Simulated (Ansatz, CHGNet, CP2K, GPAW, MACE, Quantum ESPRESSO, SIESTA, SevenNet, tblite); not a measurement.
# Quantum ESPRESSO on P6_3/mmc (COD entry) Sr2MgAl3, size series (48 atoms): settings compared

How far do other settings of Quantum ESPRESSO move the forces in P6_3/mmc (COD entry) Sr2MgAl3, size series (48 atoms)? One run of the same program serves as the yardstick.

Main program and level: Quantum ESPRESSO 7.5; the method is named at each step.

### 1. Starting point

The cell holds 48 atoms: 16 Sr, 8 Mg and 24 Al. Its edges and angles: a = 12.740 Å, b = 12.740 Å, c = 10.140 Å, α = 90.0°, β = 90.0°, γ = 120.0°. It derives from Sr2MgAl3 (P6_3/mmc (measured, COD)), repeated 2×2×1. P6_3/mmc (COD entry) Sr2MgAl3 (cell 6.37, 6.37, 10.14, 90, 90, 120), 2 x 2 x 1 conventional cells; every coordinate displaced by a Gaussian of 0.08 Å. Then every atom was moved at random, 0.05 Å r.m.s. a Cartesian component.

The yardstick, on the same geometry:

- method: Kohn-Sham DFT, PBE, SSSP efficiency 1.3.0 pseudopotentials, plane waves (Quantum ESPRESSO 7.5); sssp-pbe-1.3.0-efficiency, cutoffs 45/360 Ry, Γ point
- r.m.s. force component: 0.2045 eV/Å
- longest force: 0.6497 eV/Å
- pressure: -4.107 GPa
- time: 2 min on 4 MPI ranks of Arm Neoverse V1, shared host
- CPU time: 8.2 min

### 2. PBE, dojo-0.4.1-standard, 80/320 Ry

Method: Kohn-Sham DFT, PBE, PseudoDojo 0.4.1 standard norm-conserving pseudopotentials, plane waves.

pw.in reads:

```
&control
  calculation = 'scf'
  pseudo_dir = './pseudo'
  outdir = './tmp'
  disk_io = 'none'
  tprnfor = .true.
  tstress = .true.
/
&system
  ibrav = 0
  nat = 48
  ntyp = 3
  ecutwfc = 80
  ecutrho = 320
  nosym = .true.
  occupations = 'smearing'
  smearing = 'fd'
  degauss = 0.003675
/
&electrons
  conv_thr = 2.4e-07
  electron_maxstep = 100
  mixing_beta = 0.2
  mixing_mode = 'local-TF'
  diagonalization = 'david'
/
ATOMIC_SPECIES
Sr 87.620 Sr.upf
Mg 24.305 Mg.upf
Al 26.982 Al.upf
CELL_PARAMETERS angstrom
12.73980 0.00000 0.00000
-6.36990 11.03299 0.00000
0.00000 0.00000 10.14000
ATOMIC_POSITIONS crystal
Sr 0.15814 0.32096 0.05614
Sr 0.33857 0.16790 0.55574
Sr 0.33623 0.16397 0.93315
Sr 0.17735 0.33430 0.43491
Mg 0.98718 0.98241 0.99620
Mg 0.99618 0.99893 0.51338
Al 0.42047 0.32677 0.24321
Al 0.15617 0.07101 0.24075
Al 0.41147 0.08304 0.25327
Al 0.08140 0.16337 0.73382
Al 0.32377 0.40009 0.74597
Al 0.07739 0.42627 0.77064
Sr 0.16329 0.82030 0.05371
Sr 0.33974 0.67770 0.55248
Sr 0.33710 0.66565 0.95561
Sr 0.17096 0.83408 0.43269
Mg 0.01665 0.51217 0.99894
Mg 0.01496 0.49677 0.50169
Al 0.42605 0.82713 0.25080
Al 0.16089 0.57499 0.24506
Al 0.41815 0.58169 0.26356
Al 0.08887 0.67353 0.74091
Al 0.32608 0.91165 0.75627
Al 0.09125 0.91069 0.74522
Sr 0.67907 0.34277 0.05470
Sr 0.83186 0.16500 0.55328
Sr 0.82870 0.15578 0.94475
Sr 0.66431 0.32354 0.43813
Mg 0.50565 0.00284 0.99084
Mg 0.50872 0.00624 0.48408
Al 0.90125 0.32779 0.25686
Al 0.67170 0.06110 0.24138
Al 0.91452 0.08483 0.26375
Al 0.58630 0.16097 0.75168
Al 0.82835 0.40995 0.73050
Al 0.58360 0.40635 0.76106
Sr 0.67043 0.83223 0.05264
Sr 0.82120 0.67403 0.55360
Sr 0.83554 0.65224 0.93776
Sr 0.66615 0.83569 0.45065
Mg 0.49253 0.49142 0.99429
Mg 0.49330 0.49768 0.49678
Al 0.92931 0.83400 0.26554
Al 0.66853 0.57349 0.24851
Al 0.91141 0.59075 0.26363
Al 0.59761 0.66693 0.75474
Al 0.82516 0.91628 0.74972
Al 0.58421 0.91468 0.73541
K_POINTS gamma
```

The run is started by

```console
> OMP_NUM_THREADS=1 mpirun -np 4 pw.x -in pw.in > output.txt
```

The program printed:

```text
Program PWSCF
     gamma-point specific algorithms are used
     one sub-group per band group will be used
     scalapack distributed-memory algorithm (size of sub-group:  2*  2 procs)
     Parallelization info
     sticks:   dense  smooth     PW     G-vecs:    dense   smooth      PW
     Min        3198    3198    800               232563   232563   29056
     Max        3202    3202    802               232566   232566   29062
     Sum       12799   12799   3205               930259   930259  116239
     bravais-lattice index     =            0
     lattice parameter (alat)  =      24.0747  a.u.
     unit-cell volume          =    9618.1244 (a.u.)^3
     number of atoms/cell      =           48
     number of atomic types    =            3
     number of electrons       =       312.00
     number of Kohn-Sham states=          187
     kinetic-energy cutoff     =      80.0000  Ry
     charge density cutoff     =     320.0000  Ry
     scf convergence threshold =      2.4E-07
     mixing beta               =       0.2000
     number of iterations used =            8  local-TF  mixing
     Exchange-correlation= PBE
                           (   1   4   3   4   0   0   0)
     crystal axes: (cart. coord. in units of alat)
               a(1) = (   1.000000   0.000000   0.000000 )
               a(2) = (  -0.500000   0.866025   0.000000 )
               a(3) = (   0.000000   0.000000   0.795931 )
     reciprocal axes: (cart. coord. in units 2 pi/alat)
               b(1) = (  1.000000  0.577350 -0.000000 )
               b(2) = (  0.000000  1.154701  0.000000 )
               b(3) = (  0.000000 -0.000000  1.256391 )
     PseudoPot. # 1 for Sr:
     Pseudo is Norm-conserving + core correction, Zval = 10.0
     PseudoPot. # 2 for Mg:
     Pseudo is Norm-conserving, Zval = 10.0
     PseudoPot. # 3 for Al:
     Pseudo is Norm-conserving + core correction, Zval =  3.0
     atomic species   valence    mass     pseudopotential
     Sr               10.00    87.62000     Sr( 1.00)
     Mg               10.00    24.30500     Mg( 1.00)
     Al                3.00    26.98200     Al( 1.00)
     No symmetry found
   Cartesian axes
     number of k points=     1  Fermi-Dirac smearing, width (Ry)=  0.0037
                       cart. coord. in units 2pi/alat
        k(    1) = (   0.0000000   0.0000000   0.0000000), wk =   2.0000000
     Dense  grid:   465130 G-vectors     FFT dimensions: ( 144, 144, 120)
     Initial potential from superposition of free atoms
     starting charge     311.8014, renormalised to     312.0000
     Starting wfcs are  216 randomized atomic wfcs
     Self-consistent Calculation
     iteration #  1     ecut=    80.00 Ry     beta= 0.20
     Threshold (ethr) on eigenvalues was too large:
     Diagonalizing with lowered threshold
     total energy              =   -2157.31356447 Ry
     estimated scf accuracy    <       0.40295495 Ry
     iteration #  2     ecut=    80.00 Ry     beta= 0.20
     total energy              =   -2157.25681592 Ry
     estimated scf accuracy    <       0.30085243 Ry
     iteration #  3     ecut=    80.00 Ry     beta= 0.20
     total energy              =   -2157.28191044 Ry
     estimated scf accuracy    <       0.02077774 Ry
     iteration #  4     ecut=    80.00 Ry     beta= 0.20
     total energy              =   -2157.28269401 Ry
     estimated scf accuracy    <       0.01506764 Ry
     iteration #  5     ecut=    80.00 Ry     beta= 0.20
     total energy              =   -2157.28083031 Ry
     estimated scf accuracy    <       0.00681842 Ry
     iteration #  6     ecut=    80.00 Ry     beta= 0.20
     total energy              =   -2157.28101029 Ry
     estimated scf accuracy    <       0.00115799 Ry
     iteration #  7     ecut=    80.00 Ry     beta= 0.20
     total energy              =   -2157.28125603 Ry
     estimated scf accuracy    <       0.00018257 Ry
     iteration #  8     ecut=    80.00 Ry     beta= 0.20
     total energy              =   -2157.28123025 Ry
     estimated scf accuracy    <       0.00016180 Ry
     iteration #  9     ecut=    80.00 Ry     beta= 0.20
     total energy              =   -2157.28124898 Ry
     estimated scf accuracy    <       0.00001120 Ry
     iteration # 10     ecut=    80.00 Ry     beta= 0.20
     total energy              =   -2157.28124843 Ry
     estimated scf accuracy    <       0.00001298 Ry
     iteration # 11     ecut=    80.00 Ry     beta= 0.20
     total energy              =   -2157.28124821 Ry
     estimated scf accuracy    <       0.00000396 Ry
     iteration # 12     ecut=    80.00 Ry     beta= 0.20
     total energy              =   -2157.28124863 Ry
     estimated scf accuracy    <       0.00000095 Ry
     iteration # 13     ecut=    80.00 Ry     beta= 0.20
     total energy              =   -2157.28124851 Ry
     estimated scf accuracy    <       0.00000068 Ry
     iteration # 14     ecut=    80.00 Ry     beta= 0.20
     End of self-consistent calculation
          k = 0.0000 0.0000 0.0000 ( 58120 PWs)   bands (ev):
   -70.0009 -69.9729 -69.9630 -69.9602 -69.9466 -69.8816 -69.8758 -69.7948
   -36.7724 -36.7699 -36.7642 -36.7446 -36.7419 -36.7406 -36.7388 -36.7378
   -36.7325 -36.7282 -36.7249 -36.7223 -36.7201 -36.7168 -36.7049 -36.6618
   -36.6578 -36.6551 -36.6482 -36.6445 -36.6389 -36.5766 -36.5723 -36.5615
   -30.1388 -30.1319 -30.1106 -30.1057 -30.1023 -30.0762 -30.0653 -30.0588
   -30.0424 -30.0374 -30.0359 -30.0275 -30.0120 -29.9943 -29.9446 -29.9319
   -12.3037 -12.2559 -12.2334 -12.2245 -12.2192 -12.2111 -12.2038 -12.1949
   -12.1938 -12.1842 -12.1808 -12.1754 -12.1676 -12.1609 -12.1581 -12.1413
   -12.1351 -12.1239 -12.1133 -12.1103 -12.1022 -12.0923 -12.0856 -12.0810
   -12.0732 -12.0609 -12.0573 -12.0487 -12.0353 -12.0313 -12.0224 -12.0195
   -12.0171 -12.0087 -12.0056 -12.0006 -11.9955 -11.9842 -11.9824 -11.9785
   -11.9690 -11.9635 -11.9616 -11.9460 -11.9351 -11.9037 -11.8785 -11.8636
[...]
5.0758   5.1060   5.1407   5.1448   5.3280   5.3766   5.3848   5.5016
     5.9850   6.0356   6.0609   6.0648   6.0893   6.1068   6.3298   6.3744
     6.4101   6.4246   6.4516   6.4789   6.5039   6.5390   6.5892   6.6179
     6.6809   6.7262   6.7413   6.7533   6.8084   6.8773   6.9152   6.9400
     7.0246   7.0480   7.0912   7.1376   7.1529   7.1612   7.1936   7.2432
     7.2590   7.2724   7.3242
     the Fermi energy is     6.0964 ev
!    total energy              =   -2157.28124858 Ry
     estimated scf accuracy    <       0.00000005 Ry
     smearing contrib. (-TS)   =      -0.02670053 Ry
     internal energy E=F+TS    =   -2157.25454805 Ry
     The total energy is F=E-TS. E is the sum of the following terms:
     one-electron contribution =   -1199.21224101 Ry
     hartree contribution      =     633.41273692 Ry
     xc contribution           =    -442.49566988 Ry
     ewald contribution        =   -1148.95937408 Ry
     convergence has been achieved in  14 iterations
     Forces acting on atoms (cartesian axes, Ry/au):
     atom    1 type  1   force =     0.00291852    0.00220443    0.00506210
     atom    2 type  1   force =    -0.00239547   -0.00520728    0.00810243
     atom    3 type  1   force =    -0.00303624   -0.00531707    0.00104748
     atom    4 type  1   force =    -0.01226691   -0.00315201   -0.00419332
     atom    5 type  2   force =     0.00760125    0.00930946   -0.00018477
     atom    6 type  2   force =     0.00273733   -0.00177409   -0.01511419
     atom    7 type  3   force =    -0.00107856    0.00630394   -0.00156905
     atom    8 type  3   force =     0.00000056    0.00021818   -0.00356212
     atom    9 type  3   force =     0.00118689   -0.00074051   -0.00689255
     atom   10 type  3   force =     0.00147236   -0.00018272    0.01204856
     atom   11 type  3   force =     0.00320498    0.00811618   -0.00097542
     atom   12 type  3   force =     0.00267456   -0.00741502   -0.01339993
[...]
atom   44 type  3   force =    -0.00724863   -0.00234013   -0.00171688
     atom   45 type  3   force =     0.00902631   -0.00544772   -0.00815591
     atom   46 type  3   force =    -0.01234378   -0.00499874   -0.00330546
     atom   47 type  3   force =     0.00558778   -0.00132992    0.00658059
     atom   48 type  3   force =    -0.00233763    0.00598839    0.00809539
     Total force =     0.095462     Total SCF correction =     0.000562
     Computing stress (Cartesian axis) and pressure
          total   stress  (Ry/bohr**3)                   (kbar)     P=      -41.28
  -0.00042137  -0.00000267  -0.00000476          -61.99       -0.39       -0.70
  -0.00000267  -0.00042746  -0.00000336           -0.39      -62.88       -0.49
  -0.00000476  -0.00000336   0.00000694           -0.70       -0.49        1.02
     Message from routine punch:
     Nothing written, as per user request (disk_io='none')
```

Run time: 2.2 min. Hardware: 4 MPI ranks of Arm Neoverse V1, shared host; peak memory 2.1 GiB; 8.9 min of CPU time.

Banners, paths, timers and routine set-up lines are dropped from the logs unmarked, and long logs keep their key lines alone; longer cuts are marked.

Against the reference:

```
r.m.s. force component                  : 0.2045 eV/Å
r.m.s. difference of force components   : 2.678 meV/Å
longest difference of force vectors     : 8.999 meV/Å
force difference over r.m.s. force      : 1.309 %
slope of forces against the reference's : 0.9999
correlation of force components         : 0.9999
pressure                                : -4.128 GPa
pressure difference                     : -0.0216 GPa
```

Length of the force difference by element (eV/Å):

| element | atoms | mean | most |
| --- | --- | --- | --- |
| Al | 24 | 0.0053 | 0.0069 |
| Mg | 8 | 0.0057 | 0.009 |
| Sr | 16 | 0.0015 | 0.0021 |

A closer look about Sr38, which bears the longest force: 17 atoms, nearest first, numbered in the order of the input, with positions taken from that point.

| atom | x | y | z | distance (Å) | bonds | Fx | Fy | Fz (eV/Å) |
| --- | --- | --- | --- | --- | --- | --- | --- | --- |
| Sr38 | 0.00 | 0.00 | 0.00 | 0.00 | 16 | 0.46 | -0.25 | 0.38 |
| Al43 | 0.36 | 1.76 | -2.92 | 3.43 | 12 | -0.16 | 0.16 | -0.21 |
| Al46 | -2.80 | -0.08 | 2.04 | 3.47 | 12 | -0.32 | -0.13 | -0.08 |
| Al45 | 1.68 | -0.92 | -2.94 | 3.51 | 12 | 0.23 | -0.14 | -0.21 |
| Al44 | -1.30 | -1.11 | -3.09 | 3.54 | 12 | -0.19 | -0.06 | -0.04 |
| Mg6 | 0.16 | 3.58 | -0.41 | 3.61 | 12 | 0.07 | -0.05 | -0.39 |
| Sr40 | -3.01 | 1.78 | -1.04 | 3.65 | 16 | 0.09 | -0.09 | -0.52 |
| Al47 | -1.49 | 2.67 | 1.99 | 3.65 | 12 | 0.14 | -0.03 | 0.17 |
| Mg42 | -3.05 | -1.95 | -0.58 | 3.67 | 12 | 0.22 | -0.01 | 0.23 |
| Al24 | 1.93 | 2.61 | 1.94 | 3.79 | 12 | -0.11 | 0.12 | 0.12 |
| Al35 | 1.77 | -2.91 | 1.79 | 3.85 | 12 | 0.21 | 0.15 | 0.20 |
| Al36 | -1.32 | -2.95 | 2.10 | 3.86 | 12 | -0.11 | 0.16 | -0.31 |
| Al22 | 3.41 | -0.01 | 1.90 | 3.91 | 12 | 0.05 | -0.26 | -0.05 |
| Sr39 | 0.32 | -0.24 | 3.90 | 3.92 | 16 | -0.24 | 0.34 | -0.23 |
| Sr28 | 0.23 | -3.87 | -1.17 | 4.05 | 16 | -0.10 | 0.27 | -0.22 |
| Sr16 | 3.44 | 1.77 | -1.23 | 4.05 | 16 | -0.14 | -0.04 | -0.06 |
| Mg18 | 3.60 | -1.96 | -0.53 | 4.13 | 12 | -0.35 | 0.09 | 0.00 |

Forces lie 1.3 % from the reference's, at 1.1 times its CPU time.

### 3. A run with a doubtful setting

The pseudopotential files are exchanged too: ./pseudo now holds the set sssp-pbe-1.3.0-efficiency.

Changes to pw.in since step 2:

```diff
@@ -12,4 +12,4 @@
   ntyp = 3
-  ecutwfc = 80
-  ecutrho = 320
+  ecutwfc = 45
+  ecutrho = 360
   nosym = .true.
@@ -21,3 +21,3 @@
   conv_thr = 2.4e-07
-  electron_maxstep = 100
+  electron_maxstep = 4
   mixing_beta = 0.2
```

The program printed:

```text
[banner, memory and clock lines left out]
Program PWSCF
     gamma-point specific algorithms are used
[... lines left out ...]
     number of electrons       =       248.00
[... lines left out ...]
     scf convergence threshold =      2.4E-07
[... lines left out ...]
     number of k points=     1  Fermi-Dirac smearing, width (Ry)=  0.0037
[... lines left out ...]
     Diagonalizing with lowered threshold
     negative rho (up, down):  1.018E+00 0.000E+00
     total energy              =   -2339.76424573 Ry
     estimated scf accuracy    <       0.90584251 Ry
     iteration #  2     ecut=    45.00 Ry     beta= 0.20
     negative rho (up, down):  1.011E+00 0.000E+00
     total energy              =   -2339.46427518 Ry
     estimated scf accuracy    <       0.72695934 Ry
     iteration #  3     ecut=    45.00 Ry     beta= 0.20
     negative rho (up, down):  1.020E+00 0.000E+00
     total energy              =   -2339.55494958 Ry
     estimated scf accuracy    <       0.06182031 Ry
     iteration #  4     ecut=    45.00 Ry     beta= 0.20
     negative rho (up, down):  1.036E+00 0.000E+00
     total energy              =   -2339.55789520 Ry
     estimated scf accuracy    <       0.02738632 Ry
     End of self-consistent calculation
     convergence NOT achieved after   4 iterations: stopping
     Message from routine punch:
     Nothing written, as per user request (disk_io='none')
```

The job ended after 38 s (4 MPI ranks; peak memory 2.6 GiB).

The run stopped without converging, so its numbers are no property of the system. The fault in the input: too few SCF iterations (iteration limit 4).

### 4. Summary of results

| Property | Result |
| --- | --- |
| force difference from the reference | QE PBE, dojo-0.4.1-standard, 80/320 Ry, 1.3 % |
| its CPU time | 8.9 min |

**Reading.** PBE on plane waves or a grid with other potentials, cutoffs or grids differs from the reference by 1.3 % (QE PBE, dojo-0.4.1-standard, 80/320 Ry) of the r.m.s. force; this holds the reference's own error, so differences of a few per cent don't tell which side is nearer the exact PBE result. The potentials hold different valence shells: 248 electrons in the reference, 312 in Quantum ESPRESSO with DOJO; this bears on time and differences. The reference's pressure holds the uncorrected Pulay stress of its 45 Ry basis, so small pressure differences, and their order, may be the reference's own error. The reference's stress is far from hydrostatic: its diagonal is -6.2, -6.3, 0.1 GPa, compression counted positive. The reference's pressure of -4.1 GPa says that the cell would shrink at this level of theory. The electronic-structure runs sample only Γ, in a cell whose shortest periodic width is 10 Å, which is coarse for a cell with partly filled levels.

[Also dropped from logs without a mark: logging warnings of Python, and SIESTA's first energy breakdown and zero terms.]

[Logs are printed without paths, hosts, clocks, repeated set-up lines and the standing remarks that a program may print on its own settings, such as how far it seeks lower states.]

[Hosts, paths, dates, database ids (printed as entryN), source tags and the programs' standing remarks are cut or masked in the printed files.]
